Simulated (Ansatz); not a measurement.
**A hypothetical structure for CdPb2**

Starting from a made-up structure for CdPb2, the aim is the relaxed cell, its shortest contacts and, where a second run follows, its electronic structure.

Method: DFT, PBE, plane-wave PAW, files of the set soft_1, scalar-relativistic, no spin, cell and ions relaxed at zero pressure; PAW set soft_1, in the first sound run; inputs show where later runs differ, in Ansatz 0.2.0.

## (1) The structure

The structure is hexagonal, space group P6_3mc (No. 186). The conventional cell has a = 4.312 Å, b = 4.312 Å, c = 10.937 Å, α = 90.00°, β = 90.00°, γ = 120.00°. Pb has 3 Pb at 2.73 Å and 3 Cd at 3.35 Å nearest. Pb has 3 Pb at 2.73 Å and 4 Cd at 3.26 to 3.37 Å nearest. Nearest to Cd lie 7 Pb at 3.26 to 3.37 Å. Farther neighbours are not listed.

## (2) Relaxing cell and atoms

The guess takes its coordinates from another compound and its volume from a rule, so the cell and any free coordinates are relaxed together.

The input, input.yaml:

```yaml
crystal:
  lattice:
    - [4.312, 0.0, 0.0]
    - [-2.156, 3.734301541, 0.0]
    - [0.0, 0.0, 10.937]
  atoms:
    - { symbol: Pb, position: [0.0, 0.0, 0.4996] }
    - { symbol: Pb, position: [0.0, 0.0, 0.9996] }
    - { symbol: Pb, position: [0.666666667, 0.333333333, 0.1031] }
    - { symbol: Pb, position: [0.333333333, 0.666666667, 0.6031] }
    - { symbol: Cd, position: [0.666666667, 0.333333333, 0.7951] }
    - { symbol: Cd, position: [0.333333333, 0.666666667, 0.2951] }
kpoints:
  mp_grid: { grid: [7, 7, 3] }
scf:
  occupations: { method: fermi_dirac, width: 0.05 }
hamiltonian:
  xc: pbe
  pseudopotentials: { kind: paw, azcp: { folder: soft_1 } }
relax:
  f_tol: 0.015
  max_steps: 70
  cell: {}
output:
  forces: true
  stress: true
```

Started as:

```console
> ansatz run input.yaml --threads 4 --pin off --max-ram 10240MiB --backend cpu --events-out ev --progress --plain --runs-dir out
```

Numbers of over 12 decimals in the logs are rounded to 6 here.

The log of the run:

```text
Engine: ansatz 0.2.0, aarch64-unknown-linux-gnu
Pseudopotentials: kind: paw
Pseudopotential: Pb, paw, valence charge 14, recommended cutoff 420 eV (normal), soft_1/Pb.paw.azcp
Pseudopotential: Cd, paw, valence charge 20, recommended cutoff 420 eV (normal), soft_1/Cd.paw.azcp
Functional definition: PBE
  parameter kappa = 0.804
  parameter beta = 0.066725
  exchange = pbe_x(kappa = kappa, mu = beta*pi^2/3)
  correlation = pbe_c(beta = beta)
Crystal: 6 atoms, lattice volume = 176.111 Å³
Basis set: ecut = 420 eV, 3463 PW (Γ), exchange–correlation on 60×60×150 points (8 copies of the dense FFT grid, shifted against one another)
Bands: 58, of which v1, the nominal top of the filled ones, is band 48 counted from 1 (47 counted from 0)
Symmetry: 12 space group operations
Space group: P63mc (ITA 186), of the structure as read, at distance tolerance 5.6e-5 Å
k-points: 16 of 147 (time reversal used)
Non-local potential: Pb, projectors of the file, l = 0: 2, l = 1: 2, l = 2: 2, l = 3: 1
Non-local potential: Cd, projectors of the file, l = 0: 3, l = 1: 2, l = 2: 2, l = 3: 1
PAW form: soft (Blöchl's): semilocal exchange-correlation on the pseudo side does not see the compensation charge
PAW one-centre angular grid: Pb, 590 points (default); XC on 64 Gauss nodes
PAW one-centre angular grid: Cd, 590 points (default); XC on 64 Gauss nodes
Initial density: superposition of atomic densities (chi_scale 0.1, normalization cell, long waves kept (reshape's long-wave potential 0.03 eV rms))
Initial wavefunctions: pseudopotential atomic-orbital guess
Functional: x = pbe(κ = 0.804, μ = 0.219515), c = pbe(β = 0.066725)
SCF iter   1: F=—  HF=-64142.839696 eV  |F-HF|=—  |Δ(HF+E_count)|=         —  Δρ=4.17e-2  dr2=6.25e0  ethr=3.10e-3  ⟨swp⟩=8.4  Hψ=4265  notcnv=0  defer=4
preconditioner: auto → Kerker (q_TF=auto, 2.466 Å⁻¹)  [metal: Δε(μ)=0.105 eV  Ē_g=15.090 eV  σ=0.050 eV  W_gap=0.46  n_scr=50 (ndim 8)  ℏωp=25.0 eV  f_vac=0.008  D(μ)=2.61/eV (n_scr^D=4)]
SCF iter   2: F=—  HF=-64141.339481 eV  |F-HF|=—  |Δ(HF+E_count)|=    1.50e0  Δρ=1.78e-2  dr2=1.87e0  ethr=3.10e-3  ⟨swp⟩=3.2  Hψ=1706  notcnv=0  defer=41
SCF iter   3: F=—  HF=-64140.895459 eV  |F-HF|=—  |Δ(HF+E_count)|=   4.44e-1  Δρ=6.65e-3  dr2=2.70e-1  ethr=1.95e-3  ⟨swp⟩=3.3  Hψ=1362  notcnv=0  defer=41
SCF iter   4: F=—  HF=-64140.842198 eV  |F-HF|=—  |Δ(HF+E_count)|=   5.33e-2  Δρ=1.93e-3  dr2=1.23e-2  ethr=2.81e-4  ⟨swp⟩=3.4  Hψ=1443  notcnv=0  defer=42
SCF iter   5: F=—  HF=-64140.841024 eV  |F-HF|=—  |Δ(HF+E_count)|=   1.17e-3  Δρ=8.18e-4  dr2=3.32e-3  ethr=1.29e-5  ⟨swp⟩=2.0  Hψ=1114  notcnv=0  defer=42
SCF iter   6: F=—  HF=-64140.841147 eV  |F-HF|=—  |Δ(HF+E_count)|=   1.23e-4  Δρ=3.33e-4  dr2=3.65e-4  ethr=3.46e-6  ⟨swp⟩=2.8  Hψ=1406  notcnv=0  defer=42
SCF iter   7: F=—  HF=-64140.841203 eV  |F-HF|=—  |Δ(HF+E_count)|=   5.55e-5  Δρ=7.65e-5  dr2=1.99e-5  ethr=3.80e-7  ⟨swp⟩=2.0  Hψ=1202  notcnv=0  defer=42
SCF iter   8: F=—  HF=-64140.840889 eV  |F-HF|=—  |Δ(HF+E_count)|=   3.14e-4  Δρ=2.44e-5  dr2=2.00e-6  ethr=2.07e-8  ⟨swp⟩=2.0  Hψ=1210  notcnv=0  defer=42
SCF iter   9: F=—  HF=-64140.840890 eV  |F-HF|=—  |Δ(HF+E_count)|=   6.19e-7  Δρ=7.95e-6  dr2=3.05e-7  ethr=2.08e-9  ⟨swp⟩=2.0  Hψ=1208  notcnv=0  defer=42
SCF iter  10: F=-64140.840890 eV  HF=-64140.840890 eV  |F-HF|=4.32e-9  |Δ(HF+E_count)|=   7.32e-8  Δρ=3.42e-6  dr2=4.14e-8  ethr=1.04e-10  ⟨swp⟩=4.9  Hψ=3159  notcnv=0
SCF 1 converged in 10 iterations: F = -64140.840890 eV  dr2 = 4.14e-8
  greatest PAW one-centre occupation: 1.000 electrons in one spin orbital (limit 2), on the Cd atom at site 5 (counted from 0), in its partial waves of l = 0
relax step   1: F+E_penalty+E_count = -64140.84088963 eV  Δ(F+E_penalty+E_count) = +0.000e0 eV  max|allowed force component| = 2.857e0 eV/Å  Δτ_max = 0.0000 Å  P = +11.279 GPa  Ω = 176.111 Å³  (10 SCF iters, dr2 threshold 1.00e-7 eV, accepted)
Crystal: 6 atoms, lattice volume = 192.455 Å³
Basis set: ecut = 420 eV, 3751 PW (Γ), exchange–correlation on 60×60×150 points (8 copies of the dense FFT grid, shifted against one another)
Initial density: handed on by an earlier stage of this run
Initial wavefunctions: those handed on with the density
iter 1 solved again at ethr=1.13e-4 eV; its pass at ethr=3.10e-3 eV (dr2=1.09e-1 eV) is discarded
SCF iter   1: F=—  HF=-64142.962114 eV  |F-HF|=—  |Δ(HF+E_count)|=         —  Δρ=7.86e-3  dr2=1.10e-1  ethr=1.13e-4  ⟨swp⟩=2.8  Hψ=5237  notcnv=0
preconditioner: auto → LDOS  [metal: Δε(μ)=0.043 eV  Ē_g=14.853 eV  σ=0.050 eV  W_gap=0.21  n_scr=50 (ndim 8)  ℏωp=23.9 eV  f_vac=0.030  D(μ)=5.08/eV (n_scr^D=36)  β→1.0]
SCF iter   2: F=—  HF=-64142.969418 eV  |F-HF|=—  |Δ(HF+E_count)|=   7.30e-3  Δρ=4.33e-3  dr2=4.73e-2  ethr=1.13e-4  ⟨swp⟩=3.1  Hψ=1857  notcnv=0
SCF iter   3: F=—  HF=-64142.957262 eV  |F-HF|=—  |Δ(HF+E_count)|=   1.22e-2  Δρ=1.22e-3  dr2=3.20e-3  ethr=4.93e-5  ⟨swp⟩=2.2  Hψ=1795  notcnv=0  defer=20
SCF iter   4: F=—  HF=-64142.957150 eV  |F-HF|=—  |Δ(HF+E_count)|=   1.12e-4  Δρ=4.94e-4  dr2=4.20e-4  ethr=3.33e-6  ⟨swp⟩=2.0  Hψ=1678  notcnv=0  defer=20
SCF iter   5: F=—  HF=-64142.956815 eV  |F-HF|=—  |Δ(HF+E_count)|=   3.36e-4  Δρ=2.23e-4  dr2=1.02e-4  ethr=4.37e-7  ⟨swp⟩=2.0  Hψ=1672  notcnv=0  defer=20
SCF iter   6: F=—  HF=-64142.956793 eV  |F-HF|=—  |Δ(HF+E_count)|=   2.17e-5  Δρ=4.16e-5  dr2=6.17e-6  ethr=1.06e-7  ⟨swp⟩=2.9  Hψ=1778  notcnv=0  defer=20
SCF iter   7: F=-64142.956792 eV  HF=-64142.956793 eV  |F-HF|=4.03e-8  |Δ(HF+E_count)|=   7.17e-7  Δρ=1.31e-5  dr2=3.49e-7  ethr=6.25e-10  ⟨swp⟩=3.3  Hψ=3588  notcnv=0
SCF 2 converged in 7 iterations: F = -64142.956792 eV  dr2 = 3.49e-7
relax step   2: F+E_penalty+E_count = -64142.95679247 eV  Δ(F+E_penalty+E_count) = -2.116e0 eV  max|allowed force component| = 1.051e0 eV/Å  Δτ_max = 0.1950 Å  P = +1.849 GPa  Ω = 192.455 Å³  energy of the carried Pulay correction = -3.204e-3 eV  (7 SCF iters, dr2 threshold 6.00e-7 eV, accepted)
Crystal: 6 atoms, lattice volume = 186.836 Å³
Basis set: ecut = 420 eV, 3667 PW (Γ), exchange–correlation on 60×60×150 points (8 copies of the dense FFT grid, shifted against one another)
iter 1 solved again at ethr=9.47e-5 eV; its pass at ethr=3.10e-3 eV (dr2=9.09e-2 eV) is discarded
SCF iter   1: F=—  HF=-64143.424655 eV  |F-HF|=—  |Δ(HF+E_count)|=         —  Δρ=6.84e-3  dr2=9.24e-2  ethr=9.47e-5  ⟨swp⟩=2.6  Hψ=4726  notcnv=0
preconditioner: auto → LDOS  [metal: Δε(μ)=0.089 eV  Ē_g=14.860 eV  σ=0.050 eV  W_gap=0.42  n_scr=50 (ndim 8)  ℏωp=24.3 eV  f_vac=0.010  D(μ)=3.03/eV (n_scr^D=12)  β→1.0]
[...]
relax step  17: F+E_penalty+E_count = -64143.83061643 eV  Δ(F+E_penalty+E_count) = -1.127e-2 eV  max|allowed force component| = 1.013e-2 eV/Å  Δτ_max = 0.0284 Å  P = -0.040 GPa  Ω = 181.699 Å³  energy of the carried Pulay correction = -1.149e-3 eV  (6 SCF iters, dr2 threshold 6.00e-7 eV, accepted)
relax step  18: F+E_penalty+E_count = -64143.83084503 eV  Δ(F+E_penalty+E_count) = -2.286e-4 eV  max|allowed force component| = 3.220e-3 eV/Å  Δτ_max = 0.0168 Å  P = +0.134 GPa  Ω = 181.706 Å³  energy of the carried Pulay correction = -1.151e-3 eV  (7 SCF iters, dr2 threshold 1.63e-8 eV, accepted)
relax step  19: F+E_penalty+E_count = -64143.83097262 eV  Δ(F+E_penalty+E_count) = -1.276e-4 eV  max|allowed force component| = 2.689e-3 eV/Å  Δτ_max = 0.0013 Å  P = +0.003 GPa  Ω = 182.180 Å³  energy of the carried Pulay correction = -1.246e-3 eV  (4 SCF iters, dr2 threshold 6.88e-8 eV, accepted)
relax step  20: F+E_penalty+E_count = -64143.91583834 eV  Δ(F+E_penalty+E_count) = -8.487e-2 eV  max|allowed force component| = 4.486e-3 eV/Å  Δτ_max = 0.0000 Å  P = +0.941 GPa  Ω = 182.180 Å³  stress off target by 1.40e0 GPa  SCF on the basis re-selected at this cell (its energy is not comparable with the rows above)  (8 SCF iters)
relax step  21: F+E_penalty+E_count = -64143.96856739 eV  Δ(F+E_penalty+E_count) = -5.273e-2 eV  max|allowed force component| = 3.495e-2 eV/Å  Δτ_max = 0.0944 Å  P = +0.757 GPa  Ω = 180.807 Å³  energy of the carried Pulay correction = +3.076e-4 eV  (6 SCF iters, dr2 threshold 6.00e-7 eV, accepted)
relax step  22: F+E_penalty+E_count = -64144.03951337 eV  Δ(F+E_penalty+E_count) = -7.095e-2 eV  max|allowed force component| = 1.582e-1 eV/Å  Δτ_max = 0.1820 Å  P = +0.375 GPa  Ω = 179.388 Å³  energy of the carried Pulay correction = +6.477e-4 eV  (7 SCF iters, dr2 threshold 6.00e-7 eV, accepted)
relax step  23: F+E_penalty+E_count = -64144.08521770 eV  Δ(F+E_penalty+E_count) = -4.570e-2 eV  max|allowed force component| = 8.249e-2 eV/Å  Δτ_max = 0.1959 Å  P = -0.119 GPa  Ω = 179.357 Å³  energy of the carried Pulay correction = +6.867e-4 eV  (7 SCF iters, dr2 threshold 6.00e-7 eV, accepted)
relax step  24: F+E_penalty+E_count = -64144.09843334 eV  Δ(F+E_penalty+E_count) = -1.322e-2 eV  max|allowed force component| = 7.123e-2 eV/Å  Δτ_max = 0.0917 Å  P = +0.325 GPa  Ω = 176.829 Å³  energy of the carried Pulay correction = +1.184e-3 eV  (6 SCF iters, dr2 threshold 4.25e-7 eV, accepted)
relax step  25: F+E_penalty+E_count = -64144.10319619 eV  Δ(F+E_penalty+E_count) = -4.763e-3 eV  max|allowed force component| = 2.171e-2 eV/Å  Δτ_max = 0.1441 Å  P = +0.682 GPa  Ω = 174.981 Å³  energy of the carried Pulay correction = +1.538e-3 eV  (6 SCF iters, dr2 threshold 5.65e-7 eV, accepted)
relax step  26: F+E_penalty+E_count = -64144.11008395 eV  Δ(F+E_penalty+E_count) = -6.888e-3 eV  max|allowed force component| = 3.900e-3 eV/Å  Δτ_max = 0.0163 Å  P = -0.052 GPa  Ω = 178.338 Å³  energy of the carried Pulay correction = +8.928e-4 eV  (5 SCF iters, dr2 threshold 6.00e-7 eV, accepted)
relax step  27: F+E_penalty+E_count = -64144.11029644 eV  Δ(F+E_penalty+E_count) = -2.125e-4 eV  max|allowed force component| = 7.457e-4 eV/Å  Δτ_max = 0.0031 Å  P = +0.003 GPa  Ω = 178.092 Å³  energy of the carried Pulay correction = +9.415e-4 eV  (4 SCF iters, dr2 threshold 3.33e-8 eV, accepted)
Basis set: ecut = 420 eV, 3515 PW (Γ), exchange–correlation on 80×80×90 points (8 copies of the dense FFT grid, shifted against one another)
iter 1 solved again at ethr=6.91e-8 eV; its pass at ethr=3.10e-3 eV (dr2=6.64e-5 eV) is discarded
SCF iter   1: F=—  HF=-64144.110318 eV  |F-HF|=—  |Δ(HF+E_count)|=         —  Δρ=2.25e-4  dr2=6.95e-6  ethr=6.91e-8  ⟨swp⟩=3.4  Hψ=6624  notcnv=0
preconditioner: auto → Kerker (q_TF=auto, 2.461 Å⁻¹)  [metal: Δε(μ)=0.054 eV  Ē_g=14.712 eV  σ=0.050 eV  W_gap=0.26  n_scr=52 (ndim 8)  ℏωp=24.9 eV  f_vac=0.000  D(μ)=3.25/eV (n_scr^D=20)]
SCF iter   2: F=—  HF=-64144.110642 eV  |F-HF|=—  |Δ(HF+E_count)|=   3.24e-4  Δρ=1.18e-4  dr2=2.01e-6  ethr=7.24e-9  ⟨swp⟩=2.6  Hψ=1361  notcnv=0
SCF iter   3: F=—  HF=-64144.110730 eV  |F-HF|=—  |Δ(HF+E_count)|=   8.79e-5  Δρ=5.16e-6  dr2=1.79e-8  ethr=2.09e-9  ⟨swp⟩=2.0  Hψ=1573  notcnv=0
SCF iter   4: F=—  HF=-64144.110730 eV  |F-HF|=—  |Δ(HF+E_count)|=   1.77e-9  Δρ=1.53e-6  dr2=2.97e-9  ethr=1.87e-11  ⟨swp⟩=2.4  Hψ=1682  notcnv=0
SCF iter   5: F=—  HF=-64144.110730 eV  |F-HF|=—  |Δ(HF+E_count)|=   9.70e-9  Δρ=4.64e-7  dr2=5.23e-10  ethr=3.10e-12  ⟨swp⟩=2.0  Hψ=1231  notcnv=0
SCF iter   6: F=-64144.110730 eV  HF=-64144.110730 eV  |F-HF|=1.46e-11  |Δ(HF+E_count)|=  2.47e-10  Δρ=1.12e-7  dr2=3.97e-11  ethr=1.00e-12  ⟨swp⟩=3.2  Hψ=3647  notcnv=0
SCF 28 converged in 6 iterations: F = -64144.110730 eV  dr2 = 3.97e-11
relax step  28: F+E_penalty+E_count = -64144.11073033 eV  Δ(F+E_penalty+E_count) = -4.339e-4 eV  max|allowed force component| = 7.557e-4 eV/Å  Δτ_max = 0.0000 Å  P = -0.008 GPa  Ω = 178.092 Å³  stress off target by 2.73e-2 GPa  SCF on the basis re-selected at this cell (its energy is not comparable with the rows above)  (6 SCF iters)
basis re-selected at this cell: Δ(F+E_penalty+E_count) = -4.339e-4 eV, ΔP = -0.011 GPa vs the last step (what re-selecting the basis moved, of the pressure what is left beyond the Pulay correction that the steps carried, after the strain that the cell walked since its last selection, with what the two solves' SCF thresholds leave and, on support functions, any second-order correction that the steps lacked; it is no measure of the basis error at this ecutwfc). The dense FFT grid was sized anew with the basis: this SCF ran on 40×40×45 points, the steps before it on 36×36×54, so part of this shift can come from that change (see relax.cell in the input reference). [rest of the remark cut]
SCF converged after 6 iterations
Free energy (F): -64144.110730 eV
Harris-Foulkes:  -64144.110730 eV  (|F-HF|=1.46e-11)
Internal energy: -64144.083174 eV  (E = F + TS)
E sigma→0 (E₀):  -64144.096952 eV
Entropy (-TS):   -0.027556 eV (-4.593 meV/atom)
Fermi energy:    10.783301 eV
--- Per-component energies (eV) ---
  E_band       = -1080.025623
  E_kinetic    = 2052.235129
  E_local      = -11114.094138  (includes V_loc(G=0)·N_el)
  E_nonlocal   = 1457.677365
  E_hartree    = 4829.062539
  E_xc         = -1135.900261
  E_vxc        = -943.413079  (∫ρ·V_xc dr)
  E_paw        = -49769.095143  (= ΣΔE_a)
  E_vpaw       = -2190.556604  (= ΣTr[D̂ρ^β])
  E_aug_tail   = 0.000653  (compensation charges beyond the density's cutoff)
  E_ewald      = -10463.969318
  E_smearing   = -0.027556  (= −TS)
  E_closure    = 0.000000  (closes the sum)
  Σ components = -64144.110730   (vs F -64144.110730, Δ=0.00e0)
--- Forces (eV/Å), atoms counted from 1 ---
  atom   1  Pb    -0.00000000    -0.00000000    -0.00001352
  atom   2  Pb     0.00000000     0.00000000    -0.00001352
  atom   3  Pb     0.00000000    -0.00000000     0.00075556
  atom   4  Pb     0.00000000     0.00000000     0.00075556
  atom   5  Cd    -0.00000000    -0.00000000    -0.00074259
  atom   6  Cd    -0.00000000     0.00000000    -0.00074259
  max |Σ_I F_I| component: 1.12e-6 eV/Å
--- Stress (GPa, compression-positive) ---
        0.001683      -0.000000      -0.000000
        0.000000       0.001683       0.000000
       -0.000000       0.000000      -0.027308
  P = ⅓ Tr σ = -0.0080 GPa (-0.080 kbar)
--- Relaxed structure (26 steps of the walk, 26 accepted, 2 SCFs on fresh bases) ---
  F+E_penalty+E_count = -64144.11073033 eV   max|allowed force component| = 7.557e-4 eV/Å   (the final SCF, on the basis selected at the relaxed cell)
  cell:  # Å, volume = 178.0925 Å³
    - [5.536778, 0, 0]
    - [-2.768389, 4.794991, 0]
    - [0, 0, 6.708117]
  atoms:
    - { symbol: Pb, position: [0, 0, 0.465897] }
    - { symbol: Pb, position: [0, 0, 0.965897] }
    - { symbol: Pb, position: [0.666667, 0.333333, 0.215872] }
    - { symbol: Pb, position: [0.333333, 0.666667, 0.715872] }
    - { symbol: Cd, position: [0.666667, 0.333333, 0.716030] }
    - { symbol: Cd, position: [0.333333, 0.666667, 0.216030] }
```

Wall time 1.8 min (4 threads of Arm Neoverse V1, shared host); peak memory 0.59 GiB; 7 min of CPU time.

Relaxation path (22 of 28):

```tsv
step	energy less that of the first step (eV)	largest force component (eV/Å)	pressure (GPa)	volume (Å³)
1	0.0000	2.8566	11.28	176.11
2	-2.1159	1.0509	1.85	192.46
4	-2.6096	0.0973	0.34	189.60
5	-2.6212	0.0354	-0.01	191.39
6	-2.6295	0.0472	0.59	188.42
7	-2.6349	0.0286	0.11	190.90
9	-2.6362	0.0029	-0.01	191.67
10	-2.6366	0.0024	-0.01	191.71
11	-2.6452	0.0030	0.01	191.72
13	-2.7709	0.1784	0.26	190.31
14	-2.8805	0.2099	0.11	188.89
15	-2.9364	0.2613	0.06	185.83
16	-2.9785	0.0736	-0.13	184.28
18	-2.9900	0.0032	0.13	181.71
19	-2.9901	0.0027	0.00	182.18
20*	-3.0749	0.0045	0.94	182.18
22	-3.1986	0.1582	0.37	179.39
23	-3.2443	0.0825	-0.12	179.36
24	-3.2575	0.0712	0.32	176.83
25	-3.2623	0.0217	0.68	174.98
27	-3.2694	0.0007	0.00	178.09
28*	-3.2698	0.0008	-0.01	178.09
```

Relaxation steps marked * repeat the geometry before them on a plane-wave basis chosen anew for their cell, so energy and pressure can jump there. Other such steps can lie between the rows shown.

The run keeps the 12 symmetry operations that it works with, so distortions that break them were not tested.

```tsv
cell as run	before	after	change
a (Å)	4.312	5.537	+28.4 %
b (Å)	4.312	5.537	+28.4 %
c (Å)	10.937	6.708	-38.7 %
volume (Å³/atom)	29.35	29.68	+1.1 %
```

The atoms that moved most (Å, as changes of fractional coordinates times the final cell):

```tsv
atom	dx	dy	dz	length
Pb3	0.000	0.000	0.756	0.756
Pb4	0.000	0.000	0.756	0.756
Cd5	0.000	0.000	-0.530	0.530
Cd6	0.000	0.000	-0.530	0.530
Pb2	0.000	0.000	-0.226	0.226
Pb1	0.000	0.000	-0.226	0.226
```

The relaxed structure:

```xyz
6
Lattice="5.5368 0.0000 0.0000 -2.7684 4.7950 0.0000 0.0000 0.0000 6.7081" Properties=species:S:1:pos:R:3 pbc="T T T"
Pb    0.0000    0.0000    3.1253
Pb    0.0000    0.0000    6.4794
Pb    2.7684    1.5983    1.4481
Pb    0.0000    3.1967    4.8022
Cd    2.7684    1.5983    4.8032
Cd    0.0000    3.1967    1.4492
```

Numbers from this step:

```yaml
free_energy: -64144.1107 eV
energy_at_zero_smearing: -64144.0970 eV
smearing_term_ts: 0.02756 eV
fermi_energy: 10.78 eV
electrons: 96
symmetry_operations: 12
pressure: -0.007981 GPa
```

Shortest distances by pair of elements, guess and relaxed (not always the same contact):

```tsv
pair	guess (Å)	relaxed (Å)
Cd–Pb	3.257	3.197
Pb–Pb	2.735	3.354
Cd–Cd	4.312	4.633
```

The relaxation ends with a largest force component of 7.6e-4 eV/Å and a pressure of -0.01 GPa.

(Continued in part 2 of 2.)

[Logs are printed without paths, hosts, clocks, repeated set-up lines and the standing remarks that a program may print on its own settings, such as how far it seeks lower states.]

[Hosts, paths, dates, database ids (printed as entryN), source tags and the programs' standing remarks are cut or masked in the printed files.]
